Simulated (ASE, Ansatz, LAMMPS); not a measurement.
## Localised basis functions on Σ13 (111) twist boundary in Si (312 atoms)

Wanted: errors and times of a linear-scaling basis for Σ13 (111) twist boundary in Si (312 atoms). A setting counts as converged where the r.m.s. difference of forces stays under 1 % of the r.m.s. force.

Calculated with Ansatz 0.2.0; Kohn-Sham DFT, PBE, PAW (set soft_2), plane waves.

## Step 1: Set-up

The cell holds 312 atoms: 312 Si. Its edges and angles: a = 13.846 Å, b = 13.846 Å, c = 37.386 Å, α = 90.0°, β = 90.0°, γ = 120.0°. It derives from Si (diamond-structure). Diamond-structure Si (a = 5.431 Å); two grains turned against each other by 27.80 deg about [111]; 1 x 1 coincidence cells, 2 lattice periods a grain, two boundaries a cell, upper grain shifted by [0, 0] of the boundary cell and opened by 0.3 Å, one atom of each pair nearer than 1.764 Å removed; annealed from 300 K for 3 ps and minimised with a classical potential (one cell length free). Regions: lower grain, 156 atoms (156 Si); upper grain, 156 atoms (156 Si).

Limits known from the start: The host structure and its lattice constant were typed by rule, without a check against the phase diagram. The Brillouin zone is sampled at Γ only, in a cell whose shortest periodic width is 12 Å.

## Step 2: The classical run that made the cell

A classical potential prepares the built cell, by minimisation and a short run of dynamics.

This step: classical potential: Stillinger-Weber (Stillinger and Weber, Phys. Rev. B 31, 5262 (1985)) (LAMMPS stable Jul 2025 - Update 4).

Contents of in.lammps:

```
units metal
atom_style atomic
boundary p p p
atom_modify map array
read_data structure.data
pair_style sw
pair_coeff * * Si.sw Si
thermo_style custom step temp pe press lx ly lz fmax
thermo 200
timestep 0.001
velocity all create 300 60208 dist gaussian
fix md all nvt temp 300 10 0.1
run 3000
unfix md
min_style cg
minimize 0 1e-4 3000 30000
fix box all box/relax z 0.0 vmax 0.001
minimize 0 1e-4 3000 30000
unfix box
minimize 0 1e-4 2000 20000
write_data relaxed.data nocoeff
```

Started as:

```bash
$ lmp -in in.lammps -log log.lammps -screen none -nocite
```

Numbers of over 12 decimals in the logs are rounded to 6 here.

The program printed:

```text
LAMMPS (22 Jul 2025 - Update 4)
  312 atoms
   Step          Temp          PotEng         Press            Lx             Ly             Lz            Fmax     
         0   300           -1316.4692     -11812.104      13.846387      11.991323      38.227072      2.1766307    
       200   327.66486     -1323.6698     -19685.156      13.846387      11.991323      38.227072      2.7798962    
       400   281.37795     -1327.2698     -17625.223      13.846387      11.991323      38.227072      2.8536775    
       600   212.79975     -1327.3503     -17458.966      13.846387      11.991323      38.227072      3.2350373    
[... 35 lines left out ...]
  Iterations, force evaluations = 232 442
   Step          Temp          PotEng         Press            Lx             Ly             Lz            Fmax     
      3330   21.05951      -1339.7824      1564.8707      13.846387      11.991323      37.385895      7.8238002e-06
      3331   21.05951      -1339.7824      1564.874       13.846387      11.991323      37.385895      9.6549133e-06
Loop time of 0.00140741 on 1 procs for 1 steps with 312 atoms
Minimization stats:
  Stopping criterion = force tolerance
  Energy initial, next-to-last, final = 
      -1339.7824384635   -1339.7824384635  -1339.78243846385
  Force two-norm initial, final = 8.6047415e-05 7.3104231e-05
  Force max component initial, final = 7.8238002e-06 9.6549133e-06
  Iterations, force evaluations = 1 2
```

Wall time 4.7 s (1 thread of Intel Xeon at 2.80GHz (Skylake/Cascade Lake), shared host).

## Step 3: Plane-wave single point

The first run fixes the reference, at a cutoff of 420 eV.

Contents of input.yaml:

```yaml
crystal:
  lattice:
    - [13.84639, 0.0, 0.0]
    - [-6.92319, 11.99132, 0.0]
    - [0.0, 0.0, 37.38589]
  atoms:
    - { symbol: Si, position: [0.91068, 0.68812, 0.47864] }
    - { symbol: Si, position: [0.93571, 0.69832, 0.03421] }
    - { symbol: Si, position: [0.8467, 0.39437, 0.47586] }
    - { symbol: Si, position: [0.84552, 0.39486, 0.03624] }
    - { symbol: Si, position: [0.97688, 0.56643, 0.05923] }
    - { symbol: Si, position: [0.97382, 0.56399, 0.12176] }
    - { symbol: Si, position: [0.77745, 0.08932, 0.47864] }
    - { symbol: Si, position: [0.76261, 0.06429, 0.03421] }
    - { symbol: Si, position: [0.89833, 0.25879, 0.05197] }
    - { symbol: Si, position: [0.89818, 0.25629, 0.11753] }
    - { symbol: Si, position: [0.94885, 0.12987, 0.14177] }
    - { symbol: Si, position: [0.94895, 0.12881, 0.20477] }
    - { symbol: Si, position: [0.69832, 0.76261, 0.48044] }
    - { symbol: Si, position: [0.68812, 0.77745, 0.036] }
    - { symbol: Si, position: [0.82234, 0.9496, 0.05976] }
    - { symbol: Si, position: [0.82024, 0.94928, 0.12222] }
    - { symbol: Si, position: [0.60563, 0.45234, 0.47586] }
    - { symbol: Si, position: [0.60514, 0.45066, 0.03624] }
    - { symbol: Si, position: [0.74121, 0.63954, 0.05197] }
    - { symbol: Si, position: [0.74371, 0.64189, 0.11753] }
    - { symbol: Si, position: [0.87013, 0.81898, 0.14177] }
    - { symbol: Si, position: [0.87119, 0.82014, 0.20477] }
    - { symbol: Si, position: [0.54766, 0.1533, 0.47586] }
    - { symbol: Si, position: [0.54934, 0.15448, 0.03624] }
    - { symbol: Si, position: [0.66667, 0.33333, 0.05882] }
    - { symbol: Si, position: [0.66667, 0.33333, 0.12128] }
    - { symbol: Si, position: [0.79363, 0.51431, 0.14121] }
    - { symbol: Si, position: [0.79414, 0.51336, 0.20427] }
    - { symbol: Si, position: [0.92229, 0.69199, 0.22587] }
    - { symbol: Si, position: [0.92277, 0.69208, 0.28871] }
    - { symbol: Si, position: [0.58956, 0.02312, 0.05923] }
    - { symbol: Si, position: [0.59017, 0.02618, 0.12176] }
    [... 274 atom lines left out ...]
    - { symbol: Si, position: [0.05105, 0.17986, 0.80987] }
    - { symbol: Si, position: [0.05115, 0.18102, 0.87288] }
    - { symbol: Si, position: [0.10182, 0.35811, 0.89711] }
    - { symbol: Si, position: [0.10167, 0.36046, 0.96267] }
    - { symbol: Si, position: [0.17976, 0.12904, 0.89242] }
    - { symbol: Si, position: [0.17766, 0.12726, 0.95488] }
kpoints:
  mp_grid: { grid: [1, 1, 1] }
hamiltonian:
  xc: pbe
scf:
  occupations: { method: fermi_dirac, width: 0.05 }
output:
  forces: true
  stress: true
  populations: intrinsic
  dos:
    method: { smearing: { sigma: 0.1 } }
    de: 0.1
    projected: { site_lists: { Si: [Si] } }
  eigenvalues: true
  write_density: true
  write_potential: true
  volumetric_format: npy
```

Started as:

```bash
$ ansatz run input.yaml --threads 8 --pin off --max-ram 15872MiB --backend cpu --events-out ev --progress --plain --runs-dir out
```

The program printed:

```text
Warning: the atoms were moved onto the symmetric positions of the space group found under crystal.symmetry.tolerance 1.0e-5 (fractional; no operation is sought that the atoms, as they stand in a round, miss by more than twice it, and no atom is moved by as much as it), and the run uses the moved positions. [...]
Engine: ansatz 0.2.0, aarch64-unknown-linux-gnu
Pseudopotentials: kind: paw
Pseudopotential: Si, paw, valence charge 4, recommended cutoff 420 eV (normal), Si.paw.azcp
[... 5 lines on functional and potentials left out ...]
Crystal: 312 atoms, lattice volume = 6207.422 Å³
Basis set: ecut = 420 eV, 121283 PW (Γ), exchange–correlation on 192×192×500 points (8 copies of the dense FFT grid, shifted against one another)
Bands: 936, of which v1, the nominal top of the filled ones, is band 624 counted from 1 (623 counted from 0)
Symmetry: 12 space group operations
Space group: P-3c1 (ITA 165), of the structure as read, at distance tolerance 1.8e-4 Å
k-points: 1
[... 3 lines on functional and potentials left out ...]
Initial density: superposition of atomic densities (neutral atoms: chi_scale 0, normalization atom), corrected by the library's trained network
Initial wavefunctions: pseudopotential atomic-orbital guess
Functional: x = pbe(κ = 0.804, μ = 0.219515), c = pbe(β = 0.066725)
SCF iter   1: F=—  HF=-198349.460159 eV  |F-HF|=—  |Δ(HF+E_count)|=         —  Δρ=1.99e-3  dr2=9.34e-1  ethr=1.77e-3  ⟨swp⟩=6.0  Hψ=4401  notcnv=0  defer=230
preconditioner: auto → Resta (q_TF=auto, 2.088 Å⁻¹)  ε∞=5.6  [insulator: Δε(μ)=0.199 eV  Ē_g=7.755 eV  σ=0.050 eV  W_gap=0.70  n_scr=978 (ndim 8)  ℏωp=16.6 eV  f_vac=0.000  D(μ)=38.79/eV (n_scr^D=138)  ε∞_Penn≈5.6]
SCF iter   2: F=—  HF=-198349.393885 eV  |F-HF|=—  |Δ(HF+E_count)|=   6.63e-2  Δρ=1.06e-3  dr2=1.73e-1  ethr=7.48e-5  ⟨swp⟩=1.0  Hψ=1077  notcnv=0  defer=238
SCF iter   3: F=—  HF=-198349.383106 eV  |F-HF|=—  |Δ(HF+E_count)|=   1.08e-2  Δρ=2.25e-4  dr2=3.94e-3  ethr=1.39e-5  ⟨swp⟩=3.0  Hψ=1032  notcnv=0  defer=238
SCF iter   4: F=—  HF=-198349.384428 eV  |F-HF|=—  |Δ(HF+E_count)|=   1.32e-3  Δρ=4.12e-5  dr2=1.95e-4  ethr=3.16e-7  ⟨swp⟩=2.0  Hψ=1304  notcnv=0  defer=238
SCF iter   5: F=—  HF=-198349.384635 eV  |F-HF|=—  |Δ(HF+E_count)|=   2.07e-4  Δρ=1.17e-5  dr2=1.89e-5  ethr=1.56e-8  ⟨swp⟩=2.0  Hψ=1307  notcnv=0  defer=238
SCF iter   6: F=—  HF=-198349.383588 eV  |F-HF|=—  |Δ(HF+E_count)|=   1.05e-3  Δρ=3.06e-6  dr2=1.07e-6  ethr=1.52e-9  ⟨swp⟩=2.0  Hψ=1561  notcnv=0  defer=239
SCF iter   7: F=-198349.383589 eV  HF=-198349.383589 eV  |F-HF|=1.28e-8  |Δ(HF+E_count)|=   6.48e-7  Δρ=6.26e-7  dr2=3.78e-8  ethr=8.01e-12  ⟨swp⟩=18.0  Hψ=8633  notcnv=0
SCF 1 converged in 7 iterations: F = -198349.383589 eV  dr2 = 3.78e-8
  greatest PAW one-centre occupation: 0.648 electrons in one spin orbital (limit 2), on the Si atom at site 232 (counted from 0), in its partial waves of l = 0
SCF converged after 7 iterations
Free energy (F): -198349.383589 eV
Harris-Foulkes:  -198349.383589 eV  (|F-HF|=1.28e-8)
Internal energy: -198349.045716 eV  (E = F + TS)
E sigma→0 (E₀):  -198349.214652 eV
Entropy (-TS):   -0.337873 eV (-1.083 meV/atom)
Fermi energy:    6.472072 eV
--- Per-component energies (eV) ---
  E_band       = 1549.499939
  E_kinetic    = 12583.257575
  E_local      = -8331.466666  (includes V_loc(G=0)·N_el)
  E_nonlocal   = 8093.810700
  E_hartree    = 2275.128972
  E_xc         = -17213.723157
  E_vxc        = -14578.029617  (∫ρ·V_xc dr)
  E_paw        = -159983.885924  (= ΣΔE_a)
  E_vpaw       = -768.335102  (= ΣTr[D̂ρ^β])
  E_aug_tail   = 0.001897  (compensation charges beyond the density's cutoff)
  E_ewald      = -35772.169113
  E_smearing   = -0.337873  (= −TS)
  E_closure    = 0.000000  (closes the sum)
  Σ components = -198349.383589   (vs F -198349.383589, Δ=0.00e0)
--- Forces (eV/Å), atoms counted from 1 ---
  atom   1  Si     0.50346377     0.52578507    -0.03629236
  atom   2  Si    -0.20438245    -0.06654135     0.19105353
  atom   3  Si     0.03017352     0.02720691     0.21426947
  atom   4  Si    -0.01224782     0.01840810    -0.05391199
  atom   5  Si     0.00483078     0.06575331     0.25856561
  atom   6  Si     0.10854008     0.04894530     0.01031067
  atom   7  Si     0.20361134    -0.69890495    -0.03629236
  atom   8  Si     0.04456473     0.21027107     0.19105353
  atom   9  Si     0.15831105    -0.36758044    -0.07232658
  atom  10  Si    -0.14806856     0.10432066     0.16818705
  atom  11  Si    -0.00612363     0.03074927    -0.06035616
  atom  12  Si    -0.07530632     0.05634432     0.02404055
  atom  13  Si    -0.15981772     0.14372972    -0.19105353
  atom  14  Si     0.70707511    -0.17311988     0.03629236
[...]
atom 311  Si    -0.04935117    -0.14668967    -0.03865568
  atom 312  Si     0.00637237    -0.00572649    -0.20291427
  max |Σ_I F_I| component: 5.55e-16 eV/Å
--- Stress (GPa, compression-positive) ---
        0.807464       0.000000       0.000000
        0.000000       0.807464       0.000000
        0.000000       0.000000       2.654403
  P = ⅓ Tr σ = 1.4231 GPa (14.231 kbar)
--- Band table (eV) ---
  k-point 0: bands = ["-5.7349", "-5.6931", "-5.5599", "-5.3882", [... 920 levels ...], "10.2685", "10.2866", "10.2866", "10.3121", "10.3121", "10.3172", "10.3232", "10.3266", "10.3266", "10.3269", "10.3269", "10.3271"]
--- intrinsic populations: 312 sites ---
  site symbol       q [e]
     0     Si      4.0246
     1     Si      4.0198
     2     Si      4.0239
[...]
311     Si      3.9830
  spilling = 0.000000 (of n_electrons = 1248.000000)
```

The job ended after 4.5 min (8 threads of Arm Neoverse V1, shared host; peak memory 10 GiB; 35 min of CPU time).

Reading the cycles: dr2 is the Hartree energy of the density residual (eV), the measure of convergence; HF is the Harris–Foulkes estimate of the energy, which meets the free energy F at convergence.

The program notes that positions were snapped to a detected symmetry.

The run gave:

* free energy: -198349.3836 eV
* free energy per atom: -635.7352 eV/atom
* SCF cycles: 7
* pressure: 1.423 GPa
* r.m.s. force component: 0.1212 eV/Å
* longest force: 0.7289 eV/Å
* Fermi energy: 6.472 eV
* levels partly filled by over 2 per cent: 8

Neighbours are counted within 2.68 Å (Si-Si).

Length of the force by element and coordination:

```csv
element,coordination,atoms,mean length of the force (eV/Å),spread,least,most
Si,all,312,0.145,0.152,0.0192,0.729
Si,3,12,0.729,0,0.729,0.729
Si,4,300,0.122,0.0987,0.0192,0.407
```

Intrinsic-atomic-orbital charges by element and coordination:

```csv
element,coordination,atoms,mean charge (e),spread,least,most
Si,all,312,0,0.0129,-0.0299,0.0261
Si,3,12,-0.0246,0,-0.0246,-0.0246
Si,4,300,0.001,0.0122,-0.0299,0.0261
```

By region:

```csv
region,atoms,mean length of the force (eV/Å),net charge (e)
lower grain,156,0.145,0
upper grain,156,0.145,0
```

States in the cell by windows of 1 eV, zero at the Fermi level; the larger projections on atomic orbitals stand beside the total:

```csv
from (eV),to (eV),total,Si p,Si s
-13,-12,5.9,0.2,5.6
-12,-11,54.0,13.1,40.6
-11,-10,55.4,16.5,38.7
-10,-9,134.1,41.6,91.9
-9,-8,62.9,23.3,39.3
-8,-7,72.9,36.7,35.7
-7,-6,112.9,62.7,49.2
-6,-5,51.6,29.8,21.3
-5,-4,112.3,90.7,20.6
-4,-3,199.5,181.8,15.9
-3,-2,192.5,182.9,7.5
-2,-1,138.2,132.2,3.9
-1,0,57.2,52.2,3.2
0,1,31.7,20.5,8.2
1,2,129.4,76.6,35.1
2,3,268.2,155.9,54.9
```

The levels nearest the highest filled one (over half full), pooled over k-points and spins:

```csv
level less the highest filled one (eV),occupation
-0.093,1.90
-0.0797,1.87
-0.0066,1.55
-0.0066,1.55
0,1.50
0,1.50
0.205,0.096
0.253,0.038
0.253,0.038
0.277,0.024
0.277,0.024
0.550,0
```

Planar average of the electrostatic potential energy along the normal, with the Fermi level as zero, after a running mean with a triangular window 4 Å wide at its base:

```csv
height (Å),potential energy (eV)
0.0,-4.92
1.0,-5.67
2.1,-5.96
3.1,-3.86
4.2,-5.13
5.4,-5.70
6.4,-3.85
7.5,-5.50
8.5,-5.72
9.6,-3.85
10.6,-5.52
11.7,-5.70
12.7,-3.84
13.8,-5.51
15.0,-5.35
16.0,-3.79
17.0,-5.79
18.1,-5.83
19.1,-4.84
20.2,-6.25
21.2,-5.02
22.3,-3.92
23.5,-6.13
24.5,-4.71
25.6,-4.19
26.6,-6.15
27.7,-4.72
28.7,-4.21
29.8,-6.16
30.8,-4.70
31.9,-4.20
33.0,-6.16
34.1,-4.32
35.1,-4.43
36.2,-6.30
37.2,-5.10
```

Electrostatic potential energy in the ca plane at fractional y = 0.394, with atoms of Si within 0.2 Å of it. With pseudopotentials it is smooth inside the atoms' cores, unlike the true potential.

Values in eV, 13 rows by 16 columns, each cell a mean:
```
  5   8   9   4  -5   5  -7   1   8  -1 -32  -6 -26 -18   8  10
-34  -1  10  10   9   9  -3 -32   0  -2   2   8   6   6   9   7
-15   3   9   8   8   9   2 -17   2 -10   1   9   8   8   9   7
  1  -6   4  -7   4   9   8   8   9   4  -8   4  -5   0   9   9
 -1   0   6   0   6   9   7   1   7   2  -2   6   1   3   9   8
 -6   6   9   8   8   9   3 -12   0 -33 -11   9   9   9  10   5
 -1 -10   4 -10   2   9   8   6   6 -10   1   9   9   6   8   5
-11 -30  -3 -32  -7   9   9   9  10   9   9  10   4 -23  -2 -15
  7   5   8   1  -7   5  -3  -2   8   7   8   9   6  -6   4  -2
  9   9   9   1 -26  -1 -18 -15   7   1   3   8   6   6   9   8
  5   5   8   4   4   8   6   5   8   7   6   8   6  -5   3  -1
  2   6   9   6   6   9   6   3   7   9   9   9   4 -26  -6 -17
  8   9   9  -2 -22   1 -23  -4   9   5 -13   2  -8  -5   7   7
```
Columns run along c (16.0 Å, from fractional 0.29 to 0.71 of the cell; values clipped at the 3rd and 97th percentile), rows up along a (13.8 Å). Atoms in or near the plane, at fractional coordinates: Si at (0.48, 0.85), Si at (0.29, 0.85), Si at (0.31, 0.44), Si at (0.37, 0.43), Si at (0.56, 0.98), Si at (0.62, 0.97), Si at (0.54, 0.55).

Valence density in the ca plane at fractional y = 0.394, with atoms of Si within 0.2 Å of it. It is the smooth field of the valence electrons, not physical close to the nuclei.

Values in e/Å³, 13 rows by 16 columns, each cell a mean:
```
0.16 0.11 0.06 0.22 0.28 0.22 0.35 0.35 0.10 0.24 0.29 0.43 0.32 0.29 0.08 0.04
0.25 0.22 0.04 0.05 0.05 0.05 0.26 0.28 0.33 0.32 0.33 0.12 0.18 0.23 0.09 0.15
0.35 0.24 0.07 0.12 0.10 0.06 0.24 0.30 0.31 0.37 0.34 0.09 0.10 0.13 0.06 0.17
0.30 0.31 0.24 0.40 0.29 0.08 0.12 0.12 0.07 0.26 0.39 0.25 0.31 0.33 0.08 0.08
0.42 0.33 0.17 0.23 0.16 0.05 0.15 0.21 0.15 0.29 0.35 0.18 0.24 0.28 0.09 0.12
0.33 0.20 0.06 0.12 0.12 0.08 0.31 0.42 0.39 0.27 0.29 0.06 0.05 0.06 0.04 0.16
0.31 0.30 0.24 0.30 0.25 0.07 0.12 0.15 0.16 0.26 0.21 0.05 0.08 0.13 0.09 0.22
0.27 0.28 0.43 0.30 0.28 0.06 0.05 0.06 0.04 0.08 0.08 0.05 0.21 0.35 0.33 0.33
0.14 0.15 0.12 0.32 0.40 0.21 0.23 0.26 0.09 0.13 0.12 0.05 0.16 0.29 0.21 0.29
0.07 0.06 0.06 0.26 0.36 0.34 0.31 0.30 0.15 0.35 0.38 0.14 0.17 0.20 0.07 0.11
0.29 0.26 0.13 0.26 0.27 0.10 0.15 0.21 0.10 0.15 0.19 0.10 0.22 0.41 0.23 0.24
0.33 0.24 0.09 0.18 0.18 0.09 0.19 0.28 0.11 0.06 0.07 0.05 0.19 0.35 0.37 0.34
0.08 0.06 0.05 0.27 0.32 0.34 0.35 0.35 0.09 0.18 0.27 0.26 0.34 0.43 0.14 0.11
```
Columns run along c (16.0 Å, from fractional 0.29 to 0.71 of the cell), rows up along a (13.8 Å). Atoms in or near the plane, at fractional coordinates: Si at (0.48, 0.85), Si at (0.29, 0.85), Si at (0.31, 0.44), Si at (0.37, 0.43), Si at (0.56, 0.98), Si at (0.62, 0.97), Si at (0.54, 0.55).

Forces differ by site in this geometry: Si atoms with 3 neighbours bear 0.73 eV/Å on average, against 0.12 eV/Å for those with 4. Intrinsic-atomic-orbital charges run from -0.03 to +0.03 e. Within 0.4 eV of the Fermi level the largest share is Si p (85 % of the projected weight).

## Step 4: Structure statistics

These statistics describe the geometry on which the runs were made.

Density 2.34 g/cm³, 19.90 Å³ an atom.

Pair distribution function in bins of 0.2 Å:

```csv
r (Å),total
2.30,5.20
2.50,0.45
2.70,0.00
2.90,0.15
3.10,0.03
3.30,0.11
3.50,0.10
3.70,0.69
3.90,5.33
4.10,0.29
4.30,0.29
4.50,3.66
4.70,0.51
4.90,0.09
5.10,0.09
5.30,0.58
5.50,0.98
5.70,0.18
5.90,2.27
6.10,0.37
6.30,0.26
6.50,0.46
6.70,3.35
6.90,0.53
7.10,1.93
7.30,0.28
7.50,0.30
7.70,1.38
```

Bonds by pair of elements; cutoffs follow the first minimum of g(r), held within bounds set by covalent radii, and pairs that aren't listed don't count as bonded:

```csv
pair A-B,cutoff (Å),bonds,mean length (Å),spread (Å),shortest (Å),B about A,A about B
Si-Si,2.68,618,2.36,0.034,2.31,3.96,3.96
```

How many atoms have how many bonded neighbours:

```csv
element,mean,3,4
Si,3.96,12,300
```

Bond angles, per cent of each kind in bins of 5°:

```csv
angle (°),Si-Si-Si
85–90,0.7
90–95,0.7
95–100,1.3
100–105,3.3
105–110,67.3
110–115,24.8
115–120,0.0
120–125,1.3
125–130,0.0
130–135,0.0
135–140,0.0
140–145,0.7
```

Bond angles (no mean is given where the spread exceeds 20°):

```csv
angle,count,mean (°),spread (°)
Si-Si-Si,1836,109,4.4
```

Bond length by coordination (bonds to H left out):

```csv
element,coordination,atoms,mean bond length (Å)
Si,3,12,2.37
Si,4,300,2.36
```

Rings of the network by King's shortest-path rule, up to 12 atoms, one path for each pair of neighbours; H, halogens, alkali and alkaline-earth atoms are left out, and the last column divides by all other atoms, bonded or not:

```csv
ring size (atoms),rings,per network atom
6,579,1.86
8,22,0.071
```

By these cutoffs 96 % of Si atoms have 4 bonded neighbours. The Si-Si-Si angle averages 109° with a spread of 4°. Rings of 6 atoms are the most common (96 % of those counted); sizes run from 6 to 8.

[end of part 1 of 2]

[Logs are printed without paths, hosts, clocks, repeated set-up lines and the standing remarks that a program may print on its own settings, such as how far it seeks lower states.]

[Hosts, paths, dates, database ids (printed as entryN), source tags and the programs' standing remarks are cut or masked in the printed files.]
